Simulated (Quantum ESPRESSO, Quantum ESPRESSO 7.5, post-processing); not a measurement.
## 1T-TiTe2, 1 layer: vacuum convergence

Wanted: the cheapest sound input for 1T-TiTe2, 1 layer, from a series that sets result against time.

Main program and level: Quantum ESPRESSO 7.5; plane-wave DFT, PBE, SG15 norm-conserving pseudopotentials.

This is a report of a sequence of runs, with most program output left out.

## (1) Set-up

The cell holds 3 atoms: 2 Te and 1 Ti. Its edges and angles: a = 3.750 Å, b = 3.750 Å, c = 27.676 Å, α = 90.0°, β = 90.0°, γ = 120.0°. It derives from TiTe2. Vacuum lies along c.

## (2) SCF with pw.x: 24 Å of vacuum

The first run is the reference of the series.

File c0.in:

```
&control
  prefix = 'c0'
  outdir = './out'
  pseudo_dir = './pseudo'
  calculation = 'scf'
  tprnfor = .true.
/
&system
  ibrav = 0
  nat = 3
  ntyp = 2
  ecutwfc = 60
  ecutrho = 240
  occupations = 'smearing'
  smearing = 'fd'
  degauss = 0.004
/
&electrons
  conv_thr = 1e-07
  mixing_beta = 0.4
  electron_maxstep = 120
  mixing_mode = 'local-TF'
/
ATOMIC_SPECIES
  Te  127.6000  Te_ONCV_PBE-1.2.upf
  Ti  47.8670  Ti_ONCV_PBE-1.2.upf
CELL_PARAMETERS angstrom
  3.75000000000000 0.00000000000000 0.00000000000000
  -1.87500000000000 3.24759526419164 0.00000000000000
  0.00000000000000 0.00000000000000 27.67592165313680
ATOMIC_POSITIONS crystal
  Te  0.666666666667 0.333333333333 0.433589896315
  Ti  0.000000000000 0.000000000000 0.500000000000
  Te  0.333333333333 0.666666666667 0.566410103685
K_POINTS automatic
  6 6 1 0 0 0
```

On the command line:

```
$ OMP_NUM_THREADS=1 mpirun -n 4 pw.x -nk 2 -in c0.in > c0.out
```

Run time: 29 s. Hardware: 4 MPI ranks of Arm Neoverse V2, shared host; peak memory 0.49 GiB.

This step gave:

```
free energy                          : -6327.8943 eV
energy at zero smearing              : -6327.8803 eV
Fermi energy                         : -1.086 eV
valence top, on the run's zero       : -0.5505 eV
conduction bottom, on the run's zero : -1.205 eV
```

The program's own clock; routines nest. Time by routine:

| routine | wall time (s) | calls |
| --- | --- | --- |
| PWSCF | 28.42 | 1 |
| electrons | 27.66 | 1 |
| c_bands | 18.91 | 15 |
| cegterg | 17.86 | 60 |
| h_psi | 14.99 | 312 |
| fftw | 14.26 | 10450 |
| vloc_psi | 13.23 | 312 |
| mix_rho | 5.36 | 15 |
| ffts | 3.14 | 1496 |
| sum_band | 2.61 | 15 |
| calbec | 0.91 | 328 |
| add_vuspsi | 0.86 | 312 |
| h_psi:calbec | 0.83 | 312 |
| v_of_rho | 0.68 | 15 |

By band count these two levels touch or overlap: there is no gap, and they are no band edges.

The run needed 14 iterations to bring the estimated error under 1e-07 Ry; the largest force on any atom, held or free, is 0.69 eV/Å.

## (3) Electrostatic potential

The vacuum level is read from the electrostatic potential (plot_num = 11), averaged over planes.

File c0.pot.in:

```
&inputpp
  prefix = 'c0'
  outdir = './out'
  filplot = 'c0.pot.dat'
  plot_num = 11
/
```

On the command line:

```
$ OMP_NUM_THREADS=1 mpirun -n 4 pp.x -in c0.pot.in > c0.pot.out
```

It took 0.77 s on 4 MPI ranks; peak memory 0.09 GiB; 2.7 s of CPU time.

Numbers from this step:

| Property | Result |
| --- | --- |
| potential in the middle of the vacuum, over the Fermi level | 4.880 eV |

Electrostatic potential energy of an electron; zero at the Fermi level. Table of potential energy, planar mean by z:

z (Å), potential energy, planar mean (eV) and a bar from the least value:
```
        0        4.9 ##############################
        1        4.9 ##############################
        2        4.9 ##############################
        3        4.9 ##############################
        4        4.9 ##############################
        5        4.9 ##############################
        6        4.9 ##############################
        7        4.9 ##############################
        8        4.9 ##############################
        9        4.9 ##############################
       10        4.7 ##############################
       11        1.4 #########################
       12      -14.4 
       13       -2.6 ##################
       14      -10.0 #######
       15       -4.7 ###############
       16      -10.2 ######
       17        3.5 ############################
       18        4.8 ##############################
       19        4.9 ##############################
       20        4.9 ##############################
       21        4.9 ##############################
       22        4.9 ##############################
       23        4.9 ##############################
       24        4.9 ##############################
       25        4.9 ##############################
       26        4.9 ##############################
       27        4.9 ##############################
```

Inside the slab this potential holds the local part of the pseudopotentials, which can be repulsive at the nuclei; only its value in the vacuum has a meaning of its own.

## (4) Ground state: 18 Å of vacuum

c2.in, as its differences from the input of step 2:

```diff
@@ -1,3 +1,3 @@
 &control
-  prefix = 'c0'
+  prefix = 'c2'
   outdir = './out'
@@ -29,7 +29,7 @@
   -1.87500000000000 3.24759526419164 0.00000000000000
-  0.00000000000000 0.00000000000000 27.67592165313680
+  0.00000000000000 0.00000000000000 21.67592165313680
 ATOMIC_POSITIONS crystal
-  Te  0.666666666667 0.333333333333 0.433589896315
+  Te  0.666666666667 0.333333333333 0.415207258267
   Ti  0.000000000000 0.000000000000 0.500000000000
-  Te  0.333333333333 0.666666666667 0.566410103685
+  Te  0.333333333333 0.666666666667 0.584792741733
 K_POINTS automatic
```

On the command line:

```
$ OMP_NUM_THREADS=1 mpirun -n 4 pw.x -nk 2 -in c2.in > c2.out
```

The job ended after 21 s (4 MPI ranks; peak memory 0.42 GiB).

Read from the output:

```
free energy                          : -6327.8938 eV
energy at zero smearing              : -6327.8798 eV
Fermi energy                         : -0.0365 eV
valence top, on the run's zero       : 0.4989 eV
conduction bottom, on the run's zero : -0.1558 eV
```

The program's own clock; routines nest. Time by routine:

| routine | wall time (s) | calls |
| --- | --- | --- |
| PWSCF | 20.64 | 1 |
| electrons | 20.02 | 1 |
| c_bands | 13.92 | 14 |
| cegterg | 13.13 | 56 |
| h_psi | 11 | 299 |
| fftw | 10.44 | 9780 |
| vloc_psi | 9.71 | 299 |
| mix_rho | 3.62 | 14 |
| ffts | 2.1 | 1318 |
| sum_band | 1.89 | 14 |
| calbec | 0.67 | 315 |
| add_vuspsi | 0.63 | 299 |
| h_psi:calbec | 0.61 | 299 |
| v_of_rho | 0.51 | 14 |

By band count these two levels touch or overlap: there is no gap, and they are no band edges.

## (5) Electrostatic potential

File c2.pot.in:

```
&inputpp
  prefix = 'c2'
  outdir = './out'
  filplot = 'c2.pot.dat'
  plot_num = 11
/
```

On the command line:

```
$ OMP_NUM_THREADS=1 mpirun -n 4 pp.x -in c2.pot.in > c2.pot.out
```

Elapsed: 0.73 s, on 4 MPI ranks; peak memory 0.12 GiB.

Counted from each run's own zero (the Fermi level), the vacuum level differs from the first run's by +0 meV.

## (6) Ground state: 14 Å of vacuum

c4.in, as its differences from the input of step 4:

```diff
@@ -1,3 +1,3 @@
 &control
-  prefix = 'c2'
+  prefix = 'c4'
   outdir = './out'
@@ -29,7 +29,7 @@
   -1.87500000000000 3.24759526419164 0.00000000000000
-  0.00000000000000 0.00000000000000 21.67592165313680
+  0.00000000000000 0.00000000000000 17.67592165313680
 ATOMIC_POSITIONS crystal
-  Te  0.666666666667 0.333333333333 0.415207258267
+  Te  0.666666666667 0.333333333333 0.396018953770
   Ti  0.000000000000 0.000000000000 0.500000000000
-  Te  0.333333333333 0.666666666667 0.584792741733
+  Te  0.333333333333 0.666666666667 0.603981046230
 K_POINTS automatic
```

On the command line:

```
$ OMP_NUM_THREADS=1 mpirun -n 4 pw.x -nk 2 -in c4.in > c4.out
```

Run time: 17 s. Hardware: 4 MPI ranks; peak memory 0.37 GiB; 68 s of CPU time.

Numbers from this step:

```
Fermi energy                         : 1.060 eV
valence top, on the run's zero       : 1.595 eV
conduction bottom, on the run's zero : 0.9405 eV
```

The program's own clock; routines nest. Time by routine:

| routine | wall time (s) | calls |
| --- | --- | --- |
| PWSCF | 16.56 | 1 |
| electrons | 16.04 | 1 |
| c_bands | 11.45 | 14 |
| cegterg | 10.84 | 56 |
| h_psi | 9.01 | 324 |
| fftw | 8.54 | 9840 |
| vloc_psi | 7.93 | 324 |
| mix_rho | 2.56 | 14 |
| sum_band | 1.54 | 14 |
| ffts | 1.45 | 1160 |
| calbec | 0.56 | 340 |
| add_vuspsi | 0.53 | 324 |
| h_psi:calbec | 0.51 | 324 |
| v_of_rho | 0.44 | 14 |

By band count these two levels touch or overlap: there is no gap, and they are no band edges.

## (7) Electrostatic potential

File c4.pot.in:

```
&inputpp
  prefix = 'c4'
  outdir = './out'
  filplot = 'c4.pot.dat'
  plot_num = 11
/
```

On the command line:

```
$ OMP_NUM_THREADS=1 mpirun -n 4 pp.x -in c4.pot.in > c4.pot.out
```

Wall time 0.71 s (4 MPI ranks); peak memory 0.12 GiB.

Counted from each run's own zero (the Fermi level), the vacuum level differs from the first run's by +0 meV.

## (8) SCF with pw.x: 12 Å of vacuum

c6.in, as its differences from the input of step 6:

```diff
@@ -1,3 +1,3 @@
 &control
-  prefix = 'c4'
+  prefix = 'c6'
   outdir = './out'
@@ -29,7 +29,7 @@
   -1.87500000000000 3.24759526419164 0.00000000000000
-  0.00000000000000 0.00000000000000 17.67592165313680
+  0.00000000000000 0.00000000000000 15.67592165313680
 ATOMIC_POSITIONS crystal
-  Te  0.666666666667 0.333333333333 0.396018953770
+  Te  0.666666666667 0.333333333333 0.382752614664
   Ti  0.000000000000 0.000000000000 0.500000000000
-  Te  0.333333333333 0.666666666667 0.603981046230
+  Te  0.333333333333 0.666666666667 0.617247385336
 K_POINTS automatic
```

On the command line:

```
$ OMP_NUM_THREADS=1 mpirun -n 4 pw.x -nk 2 -in c6.in > c6.out
```

It took 14 s on 4 MPI ranks; peak memory 0.33 GiB; 54 s of CPU time.

This step gave:

```
free energy                          : -6327.8935 eV
energy at zero smearing              : -6327.8795 eV
Fermi energy                         : 1.817 eV
valence top, on the run's zero       : 2.353 eV
conduction bottom, on the run's zero : 1.698 eV
```

The program's own clock; routines nest. Time by routine:

| routine | wall time (s) | calls |
| --- | --- | --- |
| PWSCF | 13.16 | 1 |
| electrons | 12.72 | 1 |
| c_bands | 9.31 | 13 |
| cegterg | 8.71 | 52 |
| h_psi | 7.17 | 290 |
| fftw | 6.72 | 9334 |
| vloc_psi | 6.27 | 290 |
| mix_rho | 1.82 | 13 |
| sum_band | 1.19 | 13 |
| ffts | 1 | 976 |
| calbec | 0.47 | 306 |
| add_vuspsi | 0.44 | 290 |
| h_psi:calbec | 0.43 | 290 |
| v_of_rho | 0.35 | 13 |

By band count these two levels touch or overlap: there is no gap, and they are no band edges.

## (9) Electrostatic potential

File c6.pot.in:

```
&inputpp
  prefix = 'c6'
  outdir = './out'
  filplot = 'c6.pot.dat'
  plot_num = 11
/
```

On the command line:

```
$ OMP_NUM_THREADS=1 mpirun -n 4 pp.x -in c6.pot.in > c6.pot.out
```

Run time: 0.68 s. Hardware: 4 MPI ranks; peak memory 0.12 GiB; 2.4 s of CPU time.

Read from the output:

- potential in the middle of the vacuum, over the Fermi level: 4.879 eV

Counted from each run's own zero (the Fermi level), the vacuum level differs from the first run's by -0 meV.

## (10) Self-consistent run: 10 Å of vacuum

c8.in, as its differences from the input of step 8:

```diff
@@ -1,3 +1,3 @@
 &control
-  prefix = 'c6'
+  prefix = 'c8'
   outdir = './out'
@@ -29,7 +29,7 @@
   -1.87500000000000 3.24759526419164 0.00000000000000
-  0.00000000000000 0.00000000000000 15.67592165313680
+  0.00000000000000 0.00000000000000 13.67592165313680
 ATOMIC_POSITIONS crystal
-  Te  0.666666666667 0.333333333333 0.382752614664
+  Te  0.666666666667 0.333333333333 0.365606072250
   Ti  0.000000000000 0.000000000000 0.500000000000
-  Te  0.333333333333 0.666666666667 0.617247385336
+  Te  0.333333333333 0.666666666667 0.634393927750
 K_POINTS automatic
```

On the command line:

```
$ OMP_NUM_THREADS=1 mpirun -n 4 pw.x -nk 2 -in c8.in > c8.out
```

The job ended after 11 s (4 MPI ranks; peak memory 0.31 GiB; 45 s of CPU time).

Read from the output:

- free energy: -6327.8938 eV
- energy at zero smearing: -6327.8798 eV
- Fermi energy: 2.797 eV
- valence top, on the run's zero: 3.333 eV
- conduction bottom, on the run's zero: 2.678 eV

The program's own clock; routines nest. Time by routine:

| routine | wall time (s) | calls |
| --- | --- | --- |
| PWSCF | 10.75 | 1 |
| electrons | 10.36 | 1 |
| c_bands | 7.56 | 13 |
| cegterg | 7.1 | 52 |
| h_psi | 5.8 | 269 |
| fftw | 5.43 | 9120 |
| vloc_psi | 5.04 | 269 |
| mix_rho | 1.47 | 13 |
| sum_band | 0.99 | 13 |
| ffts | 0.78 | 952 |
| calbec | 0.39 | 285 |
| add_vuspsi | 0.37 | 269 |
| h_psi:calbec | 0.36 | 269 |
| v_of_rho | 0.31 | 13 |

By band count these two levels touch or overlap: there is no gap, and they are no band edges.

## (11) Electrostatic potential

File c8.pot.in:

```
&inputpp
  prefix = 'c8'
  outdir = './out'
  filplot = 'c8.pot.dat'
  plot_num = 11
/
```

On the command line:

```
$ OMP_NUM_THREADS=1 mpirun -n 4 pp.x -in c8.pot.in > c8.pot.out
```

Elapsed: 0.67 s, on 4 MPI ranks; peak memory 0.12 GiB; 2.3 s of CPU time.

This step gave:

| Property | Result |
| --- | --- |
| potential in the middle of the vacuum, over the Fermi level | 4.877 eV |

Counted from each run's own zero (the Fermi level), the vacuum level differs from the first run's by -3 meV.

## (12) Ground state: 8 Å of vacuum

c10.in, as its differences from the input of step 10:

```diff
@@ -1,3 +1,3 @@
 &control
-  prefix = 'c8'
+  prefix = 'c10'
   outdir = './out'
@@ -29,7 +29,7 @@
   -1.87500000000000 3.24759526419164 0.00000000000000
-  0.00000000000000 0.00000000000000 13.67592165313680
+  0.00000000000000 0.00000000000000 11.67592165313680
 ATOMIC_POSITIONS crystal
-  Te  0.666666666667 0.333333333333 0.365606072250
+  Te  0.666666666667 0.333333333333 0.342585375170
   Ti  0.000000000000 0.000000000000 0.500000000000
-  Te  0.333333333333 0.666666666667 0.634393927750
+  Te  0.333333333333 0.666666666667 0.657414624830
 K_POINTS automatic
```

On the command line:

```
$ OMP_NUM_THREADS=1 mpirun -n 4 pw.x -nk 2 -in c10.in > c10.out
```

Wall time 9.8 s (4 MPI ranks); peak memory 0.28 GiB; 39 s of CPU time.

This step gave:

| Item | Value |
| --- | --- |
| free energy | -6327.8915 eV |
| energy at zero smearing | -6327.8775 eV |
| Fermi energy | 4.117 eV |
| valence top, on the run's zero | 4.652 eV |
| conduction bottom, on the run's zero | 3.998 eV |

The program's own clock; routines nest. Time by routine:

| routine | wall time (s) | calls |
| --- | --- | --- |
| PWSCF | 9.21 | 1 |
| electrons | 8.84 | 1 |
| c_bands | 6.66 | 12 |
| cegterg | 6.24 | 48 |
| h_psi | 5.17 | 259 |
| fftw | 4.88 | 8580 |
| vloc_psi | 4.54 | 259 |
| mix_rho | 1.01 | 12 |
| sum_band | 0.87 | 12 |
| ffts | 0.55 | 698 |
| calbec | 0.33 | 275 |
| h_psi:calbec | 0.3 | 259 |
| add_vuspsi | 0.3 | 259 |
| init_run | 0.28 | 1 |

By band count these two levels touch or overlap: there is no gap, and they are no band edges.

## (13) Electrostatic potential

File c10.pot.in:

```
&inputpp
  prefix = 'c10'
  outdir = './out'
  filplot = 'c10.pot.dat'
  plot_num = 11
/
```

On the command line:

```
$ OMP_NUM_THREADS=1 mpirun -n 4 pp.x -in c10.pot.in > c10.pot.out
```

Run time: 0.67 s. Hardware: 4 MPI ranks; peak memory 0.12 GiB.

Read from the output:

```
potential in the middle of the vacuum, over the Fermi level : 4.862 eV
```

Counted from each run's own zero (the Fermi level), the vacuum level differs from the first run's by -17 meV.

## (14) The series side by side

All levels:

| level | vacuum level over the Fermi level (eV) | its change from the first (meV) | energy from the first (meV an atom) | SCF iterations | wall time (s) | peak memory (GiB) | CPU time (s) |
| --- | --- | --- | --- | --- | --- | --- | --- |
| 24 Å of vacuum | 4.88 | 0 | 0 | 14 | 28.97 | 0.49 | 115.5 |
| 18 Å of vacuum | 4.88 | 0.4858 | 0.1651 | 13 | 21.19 | 0.42 | 84.4 |
| 14 Å of vacuum | 4.88 | 0.2746 | 0.1395 | 13 | 17.1 | 0.37 | 68.06 |
| 12 Å of vacuum | 4.879 | -0.3671 | 0.2375 | 12 | 13.71 | 0.33 | 54.47 |
| 10 Å of vacuum | 4.877 | -2.932 | 0.1584 | 12 | 11.3 | 0.31 | 44.83 |
| 8 Å of vacuum | 4.862 | -17.27 | 0.9179 | 11 | 9.75 | 0.28 | 38.65 |

## (15) Outcome

```
vacuum level over the Fermi level, 24 Å of vacuum                                                                  : 4.880 eV
cheapest step of the main series that, with all steps before it, keeps the vacuum level within 20 meV of the first : 8 Å of vacuum: -17 meV, 39 s of CPU time against 1.9 min
setting with the largest shift of the level                                                                        : 8 Å of vacuum: -17 meV
```

In words: The cheapest step of the main series that, with all steps before it, keeps the vacuum level within 20 meV of the first is 8 Å of vacuum: -17 meV, 39 s of CPU time against 1.9 min. Over the series the energy moves by up to 0.918 meV an atom and the vacuum level by up to 17 meV. The level is read in the middle of the vacuum, where a short gap still holds the tails of both faces. The times come from a shared host and are rough. Peak memory is sampled during the run and can miss the peak. The geometry is as built, not relaxed.

[Logs are printed without paths, hosts, clocks, repeated set-up lines and the standing remarks that a program may print on its own settings, such as how far it seeks lower states.]

[Hosts, paths, dates, database ids (printed as entryN), source tags and the programs' standing remarks are cut or masked in the printed files.]

[Maps of the electrostatic potential energy from Ansatz leave out the sawtooth potential of an applied field or a dipole correction, so their vacuum need not be flat; planar profiles and work functions include it.]
